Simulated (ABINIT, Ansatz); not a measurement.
# How the form of the self-energy moves the gap of CaZnC2O6 (R-3)

Aim: compare treatments of exchange, screening and correlation for the gap of CaZnC2O6 (R-3).

Main program and level: ABINIT 10.8.3; LDA and many-body steps on it, plane waves.

## Step 1: The starting structure

It takes space group R-3 (No. 148, trigonal). The conventional cell has a = 4.866 Å, b = 4.866 Å, c = 16.332 Å, α = 90.00°, β = 90.00°, γ = 120.00°. Ca has 6 O at 2.40 Å nearest. Nearest to Zn lie 6 O at 2.13 Å. Nearest to C lie 3 O at 1.30 Å. Nearest to O lie 1 C at 1.30 Å and 1 Zn at 2.13 Å and 1 Ca at 2.40 Å. Farther neighbours and most contacts between anions are not listed.

Structure file:

```cif
data_structure
_symmetry_space_group_name_H-M 'R-3:H'
_symmetry_Int_Tables_number 148
_cell_length_a 4.8660
_cell_length_b 4.8660
_cell_length_c 16.3321
_cell_angle_alpha 90.000
_cell_angle_beta 90.000
_cell_angle_gamma 120.000
_cell_volume 334.91
loop_
_atom_site_label
_atom_site_type_symbol
_atom_site_symmetry_multiplicity
_atom_site_Wyckoff_symbol
_atom_site_fract_x
_atom_site_fract_y
_atom_site_fract_z
_atom_site_occupancy
Ca1 Ca 3 a 0.00000 0.00000 0.00000 1
Zn1 Zn 3 b 0.33333 0.66667 0.16667 1
C1 C 6 c 0.66667 0.33333 0.09079 1
O1 O 18 f 0.63723 0.58395 0.08920 1
```

The cell and positions are those that the Materials Project relaxed with its own functionals (PBE, PBE+U or r2SCAN), kept fixed.

## Step 2: Empty states on the mesh, 2×2×2 mesh, 238 bands

This step: ABINIT 10.8.3; DFT, LDA, plane waves, norm-conserving pseudopotentials.

The sums over transitions need many empty states on a uniform mesh; this step solves for them.

File run.abi:

```
acell 3*1.0 Angstrom
rprim 
  2.433014964130 1.404701844483 5.444039263300
  -2.433014964130 1.404701844483 5.444039263300
  0.000000000000 -2.809403688966 5.444039263300
ntypat 4
znucl 20 30 6 8
natom 10
typat 1 2 3 3 4 4 4 4 4 4
xred 
  0.000000000000 0.000000000000 0.000000000000
  0.500000000000 0.500000000000 0.500000000000
  0.242541000000 0.242541000000 0.242541000000
  0.757459000000 0.757459000000 0.757459000000
  0.494747000000 0.964090000000 0.273567000000
  0.964090000000 0.273567000000 0.494747000000
  0.273567000000 0.494747000000 0.964090000000
  0.505253000000 0.035910000000 0.726433000000
  0.035910000000 0.726433000000 0.505253000000
  0.726433000000 0.505253000000 0.035910000000
pp_dirpath "pseudos"
pseudos "Ca.upf, Zn.upf, C.upf, O.upf"
ecut 37
ngkpt 2 2 2
nshiftk 1
shiftk 0 0 0
kptopt 1
chksymbreak 0
iscf -2
irdden 1
istwfk *1
nband 238
nbdbuf 20
tolwfr 1e-09
nstep 60
prtvol 0
indata_prefix "in"
outdata_prefix "out"
tmpdata_prefix "tmp"
```

Launch:

```
OMP_NUM_THREADS=1 mpirun -n 4 abinit run.abi > log
```

Numbers of over 12 decimals in the logs are rounded to 6 here.

Log:

```text
.Version 10.8.3 of ABINIT. v10.8.2 released Aug 2026.

 Symmetries : space group R-3 (#148); Bravais hR (rhombohedral)
[... echo of the input left out ...]
== DATASET  1 ==================================================================
-   mpi_nproc: 4, omp_nthreads: 1 (-1 if OMP is not activated)

--- !DatasetInfo
iteration_state: {dtset: 1, }
dimensions: {natom: 10, nkpt: 4, mband: 238, nsppol: 1, nspinor: 1, nspden: 1, mpw: 8140, }
cutoff_energies: {ecut:  37.0, pawecutdg:  -1.0, }
[...]
2.76179    2.76179    2.76978    2.77543    2.77543    2.79991    2.79991    2.80583
   2.81738    2.81738    2.86559    2.86559    2.87124    2.87124    2.90330    2.91080
   2.92840    2.92844    2.95779    2.96162    2.99547    3.00881
 prteigrs : prtvol=0 or 1, do not print more k-points.

== END DATASET(S) ==============================================================
================================================================================

 -outvars: echo values of variables after computation  --------
            nband         238
             nkpt           4
          spgroup         148
 [... the other variables as echoed above ...]

 Calculation completed.
```

It took 2.5 min on 4 MPI ranks of Arm Neoverse N1, shared host; peak memory 0.57 GiB; 10 min of CPU time.

This step gave:

```yaml
gap: 3.804 eV
k_of_the_valence_top: 0.5, 0, 0
k_of_the_conduction_bottom: 0.5, 0.5, 0.5
least_direct_gap: 4.850 eV
k_points_computed: 4
lowest_point_of_the_top_converged_band_above_the_valence_top: 72.9167 eV
```

On this mesh the gap is 3.804 eV.

The density comes from a self-consistent run that is not shown.

## Step 3: Screening, 2×2×2 mesh, 110 bands, screening to 114.3 eV

The RPA dielectric matrix is built and inverted for each q.

This step: RPA screening on LDA, plane waves, norm-conserving pseudopotentials.

Edit run.abi of step 2 so:

```diff
@@ -28,10 +28,11 @@
 chksymbreak 0
-iscf -2
-irdden 1
 istwfk *1
-nband 238
-nbdbuf 20
-tolwfr 1e-09
-nstep 60
-prtvol 0
+occopt 1
+irdwfk 1
+optdriver 3
+nband 110
+ecuteps 4.2
+inclvkb 2
+awtr 1
+symchi 1
 indata_prefix "in"
```

Log:

```text
.Version 10.8.3 of ABINIT. v10.8.2 released Aug 2026.

 Symmetries : space group R-3 (#148); Bravais hR (rhombohedral)
[... echo of the input left out ...]
== DATASET  1 ==================================================================
-   mpi_nproc: 4, omp_nthreads: 1 (-1 if OMP is not activated)

--- !DatasetInfo
iteration_state: {dtset: 1, }
dimensions: {natom: 10, nkpt: 4, mband: 110, nsppol: 1, nspinor: 1, nspden: 1, mpw: 8140, }
cutoff_energies: {ecut:  37.0, pawecutdg:  -1.0, }
electrons: {nelect:   7.40000000E+01, charge:   0.00000000E+00, occopt:   1.00000000E+00, tsmear:   1.00000000E-02, }

 SCREENING: Calculation of the susceptibility and dielectric matrices

 Based on a program developped by R.W. Godby, V. Olevano, G. Onida, and L. Reining.
 Incorporated in ABINIT by V. Olevano, G.-M. Rignanese, and M. Torrent.
.Using double precision arithmetic ; gwpc =  8

[... cell and pseudopotentials left out ...]
--------------------------------------------------------------------------------

 ==== K-mesh for the wavefunctions ====
 Number of points in the irreducible wedge :     4
[... list of points left out ...]
 Together with  6 symmetry operations and time-reversal symmetry
 yields     8 points in the full Brillouin Zone.

 ==== Q-mesh for the screening function ====
 Number of points in the irreducible wedge :     4
[... list of points left out ...]
 Together with  6 symmetry operations and time-reversal symmetry
 yields     8 points in the full Brillouin Zone.

 setmesh: FFT mesh size selected  =    45x   45x   45
          total number of points  =        91125

 vcoul_init : cutoff-mode = AUXILIARY_FUNCTION
 q-points for optical limit:   1
     1)      0.000010    0.000020    0.000030

- screening: taking advantage of time-reversal symmetry
- Maximum band index for partially occupied states nbvw = 37
- Remaining bands to be divided among processors   nbcw = 73
- Number of bands treated by each node ~18

 Number of electrons calculated from density =   74.0000; Expected =   74.0000
 average of density, n =  0.098228
 r_s =    1.3445
 omega_plasma =   30.2324 [eV]

 calculating chi0 at frequencies [eV] :
  1    0.000000E+00    0.000000E+00
  2    0.000000E+00    3.023239E+01

--------------------------------------------------------------------------------
  q-point number  1        q = ( 0.000000, 0.000000, 0.000000) [r.l.u.]
--------------------------------------------------------------------------------
[... chi0 elements left out ...]
 For q-point:  0.000010 0.000020 0.000030
  dielectric constant =   2.9539
  dielectric constant without local fields =   3.2701

  Average fulfillment of the sum rule on Im[epsilon] for q-point    1 :     34.66  [%]
[... wings left out ...]
  q-point number  2        q = ( 0.500000, 0.000000, 0.000000) [r.l.u.]
--------------------------------------------------------------------------------
[... chi0 elements left out ...]
  Average fulfillment of the sum rule on Im[epsilon] for q-point    2 :     40.11  [%]

 [... 2 further q-points ...]
```

Wall time 1.7 min (4 MPI ranks); peak memory 2 GiB.

Numbers from this step:

- ε∞ with local fields, on this mesh, along the program's q direction: 2.954
- the same without local fields: 3.270
- plasma frequency: 30.23 eV
- plane waves in the screening matrix: 309

Local fields lower ε∞ by 10 %. On a Γ-centred mesh this coarse the value itself is usually too large, while a short band sum pulls it down.

## Step 4: G0W0, Godby-Needs plasmon pole

The self-energy is evaluated for the states that the input lists, and the levels follow from it, in one-shot runs by the linearised quasiparticle equation.

This step: G0W0 on LDA, plane waves, norm-conserving pseudopotentials.

Edit run.abi of step 3 so:

```diff
@@ -31,8 +31,19 @@
 irdwfk 1
-optdriver 3
+optdriver 4
 nband 110
+gwcalctyp 0
+ecutsigx 37
+symsigma 1
+nkptgw 3
+kptgw 
+  0.5000000000 0.0000000000 0.0000000000
+  0.5000000000 0.5000000000 0.5000000000
+  0.0000000000 0.0000000000 0.0000000000
+bdgw 
+  36 39
+  36 39
+  35 39
 ecuteps 4.2
-inclvkb 2
-awtr 1
-symchi 1
+irdscr 1
+ppmodel 1
 indata_prefix "in"
```

Log:

```text
.Version 10.8.3 of ABINIT. v10.8.2 released Aug 2026.

 Symmetries : space group R-3 (#148); Bravais hR (rhombohedral)
[... echo of the input left out ...]
== DATASET  1 ==================================================================
-   mpi_nproc: 4, omp_nthreads: 1 (-1 if OMP is not activated)

--- !DatasetInfo
iteration_state: {dtset: 1, }
dimensions: {natom: 10, nkpt: 4, mband: 110, nsppol: 1, nspinor: 1, nspden: 1, mpw: 8140, }
cutoff_energies: {ecut:  37.0, pawecutdg:  -1.0, }
electrons: {nelect:   7.40000000E+01, charge:   0.00000000E+00, occopt:   1.00000000E+00, tsmear:   1.00000000E-02, }

 SIGMA: Calculation of the GW corrections

 Based on a program developped by R.W. Godby, V. Olevano, G. Onida, and L. Reining.
 Incorporated in ABINIT by V. Olevano, G.-M. Rignanese, and M. Torrent.
.Using double precision arithmetic ; gwpc =  8

[... cell and pseudopotentials left out ...]
--------------------------------------------------------------------------------

 ==== K-mesh for the wavefunctions ====
 Number of points in the irreducible wedge :     4
[... list of points left out ...]
 Together with  6 symmetry operations and time-reversal symmetry
 yields     8 points in the full Brillouin Zone.

 ==== Q-mesh for screening function ====
 Number of points in the irreducible wedge :     4
[... list of points left out ...]
 Together with  6 symmetry operations and time-reversal symmetry
 yields     8 points in the full Brillouin Zone.

 vcoul_init : cutoff-mode = AUXILIARY_FUNCTION
 q-points for optical limit:   1
     1)      0.000010    0.000020    0.000030
 setmesh: FFT mesh size selected  =    64x   64x   64
          total number of points  =       262144

 Number of electrons calculated from density =   74.0000; Expected =   74.0000
 average of density, n =  0.098228
 r_s =    1.3445
 omega_plasma =   30.2324 [eV]

 === KS Band Gaps ===
  >>>> For spin  1
   Minimum direct gap =   4.8496 [eV], located at k-point      :   0.5000  0.5000  0.5000
   Fundamental gap    =   3.8039 [eV], Top of valence bands at :   0.5000  0.0000  0.0000
                                       Bottom of conduction at :   0.5000  0.5000  0.5000
 SIGMA fundamental parameters:
 PLASMON POLE MODEL  1
 number of plane-waves for SigmaX                 8081
 number of plane-waves for SigmaC and W            309
 number of plane-waves for wavefunctions          8081
 number of bands                                   110
 number of independent spin polarizations            1
 number of spinorial components                      1
 number of k-points in IBZ                           4
 number of q-points in IBZ                           4
 number of symmetry operations                       6
 number of k-points in BZ                            8
 number of q-points in BZ                            8
 number of frequencies for dSigma/dE                 9
 frequency step for dSigma/dE [eV]                0.25
 number of omega for Sigma on real axis              0
 max omega for Sigma on real axis  [eV]           0.00
 zcut for avoiding poles [eV]                     0.10

 EPSILON^-1 parameters (SCR file):
 dimension of the eps^-1 matrix on file            309
 dimension of the eps^-1 matrix used               309
 number of plane-waves for wavefunctions          8081
 number of bands                                   110
 number of q-points in IBZ                           4
 number of frequencies                               2
 number of real frequencies                          1
 number of imag frequencies                          1

 matrix elements of self-energy operator (all in [eV])

 Perturbative Calculation

--- !SelfEnergy_ee
iteration_state: {dtset: 1, }
kpoint     : [   0.500,    0.000,    0.000, ]
spin       : 1
KS_gap     :    5.021
QP_gap     :    8.316
Delta_QP_KS:    3.294
data: !SigmaeeData |
     Band     E0 <VxcDFT>   SigX SigC(E0)      Z dSigC/dE  Sig(E)    E-E0       E
       36   1.702 -19.684 -25.006   4.733   0.809  -0.236 -20.161  -0.476   1.225
       37   2.236 -21.296 -26.816   4.864   0.810  -0.234 -21.828  -0.531   1.704
       38   7.257 -15.772  -9.754  -2.713   0.836  -0.196 -13.010   2.763  10.020
       39   7.609 -16.698 -10.791  -2.644   0.831  -0.203 -13.986   2.712  10.321

--- !SelfEnergy_ee
iteration_state: {dtset: 1, }
kpoint     : [   0.500,    0.500,    0.500, ]
spin       : 1
KS_gap     :    4.850
QP_gap     :    7.935
Delta_QP_KS:    3.085
data: !SigmaeeData |
     Band     E0 <VxcDFT>   SigX SigC(E0)      Z dSigC/dE  Sig(E)    E-E0       E
       36   1.190 -22.830 -28.193   4.556   0.813  -0.229 -23.487  -0.656   0.534
       37   1.190 -22.830 -28.193   4.556   0.813  -0.229 -23.487  -0.656   0.534
[...]
--- !SelfEnergy_ee
iteration_state: {dtset: 1, }
kpoint     : [   0.000,    0.000,    0.000, ]
spin       : 1
KS_gap     :    4.892
QP_gap     :    7.839
Delta_QP_KS:    2.947
data: !SigmaeeData |
     Band     E0 <VxcDFT>   SigX SigC(E0)      Z dSigC/dE  Sig(E)    E-E0       E
[...]
37   1.457 -19.250 -24.705   4.741   0.809  -0.236 -19.828  -0.578   0.879
       38   6.349 -15.288  -9.771  -2.722   0.848  -0.179 -12.918   2.370   8.719
       39   7.290 -16.269 -10.633  -2.449   0.830  -0.205 -13.623   2.646   9.936

== END DATASET(S) ==============================================================
================================================================================

 -outvars: echo values of variables after computation  --------
           etotal      0.0000000000E+00
            nband         110
             nkpt           4
          spgroup         148
 [... the other variables as echoed above ...]

 Calculation completed.
```

Elapsed: 29 s, on 4 MPI ranks; peak memory 1.4 GiB.

This step gave:

```yaml
g0w0_gap_on_the_points_computed: 6.765 eV
starting_gap_on_the_mesh: 3.804 eV
k_of_the_valence_top: 0.5, 0, 0
k_of_the_conduction_bottom: 0.5, 0.5, 0.5
z_at_the_valence_top: 0.81
z_at_the_conduction_bottom: 0.848
least_direct_g0w0_gap_on_the_computed_points: 7.84 eV
```

The gap on the mesh goes from 3.80 eV to 6.76 eV, a correction of +2.96 eV.

## Step 5: G0W0, Hybertsen-Louie plasmon pole

Edit run.abi of step 4 so:

```diff
@@ -47,3 +47,3 @@
 irdscr 1
-ppmodel 1
+ppmodel 2
 indata_prefix "in"
```

Log:

```text
.Version 10.8.3 of ABINIT. v10.8.2 released Aug 2026.

 Symmetries : space group R-3 (#148); Bravais hR (rhombohedral)
[... echo of the input left out ...]
== DATASET  1 ==================================================================
-   mpi_nproc: 4, omp_nthreads: 1 (-1 if OMP is not activated)

--- !DatasetInfo
iteration_state: {dtset: 1, }
dimensions: {natom: 10, nkpt: 4, mband: 110, nsppol: 1, nspinor: 1, nspden: 1, mpw: 8140, }
cutoff_energies: {ecut:  37.0, pawecutdg:  -1.0, }
electrons: {nelect:   7.40000000E+01, charge:   0.00000000E+00, occopt:   1.00000000E+00, tsmear:   1.00000000E-02, }

 SIGMA: Calculation of the GW corrections

 Based on a program developped by R.W. Godby, V. Olevano, G. Onida, and L. Reining.
 Incorporated in ABINIT by V. Olevano, G.-M. Rignanese, and M. Torrent.
.Using double precision arithmetic ; gwpc =  8

[... cell and pseudopotentials left out ...]
--------------------------------------------------------------------------------

 ==== K-mesh for the wavefunctions ====
 Number of points in the irreducible wedge :     4
[... list of points left out ...]
 Together with  6 symmetry operations and time-reversal symmetry
 yields     8 points in the full Brillouin Zone.

 ==== Q-mesh for screening function ====
 Number of points in the irreducible wedge :     4
[... list of points left out ...]
 Together with  6 symmetry operations and time-reversal symmetry
 yields     8 points in the full Brillouin Zone.

 vcoul_init : cutoff-mode = AUXILIARY_FUNCTION
 q-points for optical limit:   1
     1)      0.000010    0.000020    0.000030
 setmesh: FFT mesh size selected  =    64x   64x   64
          total number of points  =       262144

 Number of electrons calculated from density =   74.0000; Expected =   74.0000
[...]
number of plane-waves for wavefunctions          8081
 number of bands                                   110
 number of q-points in IBZ                           4
 number of frequencies                               2
 number of real frequencies                          1
 number of imag frequencies                          1

 matrix elements of self-energy operator (all in [eV])

 Perturbative Calculation

--- !SelfEnergy_ee
iteration_state: {dtset: 1, }
kpoint     : [   0.500,    0.000,    0.000, ]
spin       : 1
KS_gap     :    5.021
QP_gap     :    8.768
Delta_QP_KS:    3.746
data: !SigmaeeData |
     Band     E0 <VxcDFT>   SigX SigC(E0)      Z dSigC/dE  Sig(E)    E-E0       E
       36   1.702 -19.684 -25.006   4.353   0.874  -0.144 -20.531  -0.847   0.855
       37   2.236 -21.296 -26.816   4.523   0.877  -0.141 -22.170  -0.874   1.362
       38   7.257 -15.772  -9.754  -2.798   0.892  -0.121 -12.900   2.873  10.130
[...]
--- !SelfEnergy_ee
iteration_state: {dtset: 1, }
kpoint     : [   0.500,    0.500,    0.500, ]
spin       : 1
KS_gap     :    4.850
QP_gap     :    8.098
Delta_QP_KS:    3.248
data: !SigmaeeData |
     Band     E0 <VxcDFT>   SigX SigC(E0)      Z dSigC/dE  Sig(E)    E-E0       E
[...]
--- !SelfEnergy_ee
iteration_state: {dtset: 1, }
kpoint     : [   0.000,    0.000,    0.000, ]
spin       : 1
KS_gap     :    4.892
QP_gap     :    8.059
Delta_QP_KS:    3.167
data: !SigmaeeData |
     Band     E0 <VxcDFT>   SigX SigC(E0)      Z dSigC/dE  Sig(E)    E-E0       E
[...]
38   6.349 -15.288  -9.771  -3.045   0.897  -0.115 -13.071   2.217   8.566
       39   7.290 -16.269 -10.633  -2.527   0.889  -0.125 -13.504   2.765  10.055

== END DATASET(S) ==============================================================
================================================================================

 -outvars: echo values of variables after computation  --------
           etotal      0.0000000000E+00
            nband         110
             nkpt           4
          spgroup         148
 [... the other variables as echoed above ...]

 Calculation completed.
```

Elapsed: 28 s, on 4 MPI ranks; peak memory 1.4 GiB; 1.9 min of CPU time.

This step gave:

- G0W0 gap on the points computed: 7.002 eV
- starting gap on the mesh: 3.804 eV
- k of the valence top: 0.5, 0, 0
- k of the conduction bottom: 0.5, 0.5, 0.5
- Z at the valence top: 0.877
- Z at the conduction bottom: 0.897
- least direct G0W0 gap on the computed points: 8.059 eV

Against G0W0 in ABINIT (2×2×2 mesh, 110 bands, screening to 114.3 eV, Godby-Needs plasmon pole), the gap moves by +0.237 eV.

## Step 6: G0W0, von der Linden-Horsch plasmon pole

Edit run.abi of step 5 so:

```diff
@@ -47,3 +47,3 @@
 irdscr 1
-ppmodel 2
+ppmodel 3
 indata_prefix "in"
```

Log:

```text
.Version 10.8.3 of ABINIT. v10.8.2 released Aug 2026.

 Symmetries : space group R-3 (#148); Bravais hR (rhombohedral)
[... echo of the input left out ...]
== DATASET  1 ==================================================================
-   mpi_nproc: 4, omp_nthreads: 1 (-1 if OMP is not activated)

--- !DatasetInfo
iteration_state: {dtset: 1, }
dimensions: {natom: 10, nkpt: 4, mband: 110, nsppol: 1, nspinor: 1, nspden: 1, mpw: 8140, }
cutoff_energies: {ecut:  37.0, pawecutdg:  -1.0, }
[...]
Band     E0 <VxcDFT>   SigX SigC(E0)      Z dSigC/dE  Sig(E)    E-E0       E
[...]
38   6.349 -15.288  -9.771  -2.850   0.906  -0.104 -12.872   2.415   8.764
       39   7.290 -16.269 -10.633  -2.442   0.891  -0.122 -13.422   2.847  10.137

== END DATASET(S) ==============================================================
================================================================================

 -outvars: echo values of variables after computation  --------
           etotal      0.0000000000E+00
            nband         110
             nkpt           4
          spgroup         148
 [... the other variables as echoed above ...]

 Calculation completed.
```

The job ended after 19 s (4 MPI ranks; peak memory 1.3 GiB).

Numbers from this step:

```
G0W0 gap on the points computed              : 6.854 eV
starting gap on the mesh                     : 3.804 eV
k of the valence top                         : 0.5, 0, 0
k of the conduction bottom                   : 0.5, 0.5, 0.5
least direct G0W0 gap on the computed points : 8.014 eV
```

Against G0W0 in ABINIT (2×2×2 mesh, 110 bands, screening to 114.3 eV, Godby-Needs plasmon pole), the gap moves by +0.089 eV.

(Continued in part 2 of 2.)

[Paths, hosts, dates, memory and timing lines, banners, echoed tables and standing remarks are left out of the program output.]

[Logs are printed without paths, hosts, clocks, repeated set-up lines and the standing remarks that a program may print on its own settings, such as how far it seeks lower states.]

[Runs of the session that timed out or met a known fault of the program may be left out.]

[Hosts, paths, dates, database ids (printed as entryN), source tags and the programs' standing remarks are cut or masked in the printed files.]

[G0W0 gaps are taken among the corrected bands and points alone; a level outside them can change the order at an edge.]

[Where Ansatz stands beside ABINIT at settings called matched, ABINIT's density can come from a denser mesh and the files from another edition; pairs whose starting gaps differed by over 0.03 eV were left out, so agreement reads better than it is.]
